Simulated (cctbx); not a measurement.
## What is wrong with this refinement?

Cell a = 14.0890 Å, b = 9.5590 Å, c = 8.8770 Å, α = 90.00°, β = 90.00°, γ = 90.00°; space group Pnma (no. 62).

The data are simulated with cctbx, not measured: Cu Kα, λ = 1.54184 Å, to d = 0.83 Å, 70 % of the full sphere, strongest reflection 70000 counts, noise from counting, a 3 % proportional error and a noise floor of 8 counts (s.d.); no absorption.

An anisotropic refinement with weights 1/σ² prints:

```text
Rint 0.029, 1166 unique reflections to 0.83 A
cycle     R1     wR2    GooF  max shift (A)
   1  0.0450  0.1221   4.926   0.00441
   2  0.0118  0.0276   1.115   0.00000
final R1 0.0118 wR2 0.0276 GooF 1.115  parameters 42  data/parameter 27.8
atom        x        y        z      Ueq    occ   su(xyz)  su(Uiso or U11)
Ho1    0.99450  0.75000  0.91676   0.0206  1.000  0.00004  0.0002
I1     0.07200  0.54359  0.16415   0.0250  1.000  0.00002  0.0001
I2     0.99139  0.75000  0.58009   0.0137  1.000  0.00003  0.0001
Sb1    0.82260  0.75000  0.12090   0.0093  1.000  0.00003  0.0001
I3     0.69842  0.75000  0.66630   0.0212  1.000  0.00003  0.0001
K1     0.32551  0.99691  0.05622   0.0275  1.000  0.00009  0.0004
difference map: max 0.95 min -0.49 rms 0.13
Q1    0.2041  0.2500  0.8761    4    0.96  0.38 A from Sb1
Q2    0.1529  0.2500  0.8934    4    0.85  0.37 A from Sb1
Q3    0.2093  0.2500  0.2617    4    0.58  1.45 A from I3
Q4    0.1370  0.7500  0.3384    4    0.45  2.64 A from Sb1
Q5    0.1143  0.2500  0.2344    4    0.45  2.04 A from Ho1
Q6    0.1431  0.2500  0.0400    4    0.43  1.51 A from Sb1
```

Q: Accept it or mend it, and why?

Mend it. The fault: wrong element: Sb1 is I. Against the right model at the same level, R1 goes from 0.0102 to 0.0118 and GooF from 0.94 to 1.11. Sb1 has 2 electrons too few and its U shrinks to make up, as expected (near an absorption edge f′ can widen the mismatch well beyond the difference in Z). The signs are weak, and the output alone doesn't single this fault out.

The compound is K2HoI5. The right model at the same level gives:

```text
Rint 0.029, 1166 unique reflections to 0.83 A
cycle     R1     wR2    GooF  max shift (A)
   1  0.0430  0.1161   4.684   0.00440
   2  0.0102  0.0233   0.939   0.00000
final R1 0.0102 wR2 0.0233 GooF 0.939  parameters 42  data/parameter 27.8
atom        x        y        z      Ueq    occ   su(xyz)  su(Uiso or U11)
Ho1    0.99450  0.75000  0.91674   0.0202  1.000  0.00003  0.0001
I1     0.07199  0.54359  0.16414   0.0247  1.000  0.00002  0.0001
I2     0.99138  0.75000  0.58008   0.0134  1.000  0.00002  0.0001
I3     0.82260  0.75000  0.12090   0.0113  1.000  0.00002  0.0001
I4     0.69841  0.75000  0.66629   0.0209  1.000  0.00003  0.0001
K1     0.32551  0.99696  0.05621   0.0271  1.000  0.00008  0.0003
difference map: max 0.56 min -0.46 rms 0.11
Q1    0.2082  0.2500  0.2635    4    0.57  1.46 A from I4
Q2    0.1344  0.7500  0.3382    4    0.45  2.66 A from I1
Q3    0.2052  0.2500  0.5446    4    0.41  2.31 A from I4
Q4    0.1138  0.2500  0.2353    4    0.41  2.04 A from Ho1
Q5    0.2213  0.7500  0.5731    4    0.41  2.24 A from I3
Q6    0.2091  0.1056  0.4327    8    0.40  1.55 A from K1
```

The model is made up (kin elements in a known structure type, no relaxation), so it says nothing on whether the phase exists.

[Middle refinement cycles are left out of these outputs.]

[Logs are printed without paths, hosts, clocks, repeated set-up lines and the standing remarks that a program may print on its own settings, such as how far it seeks lower states.]
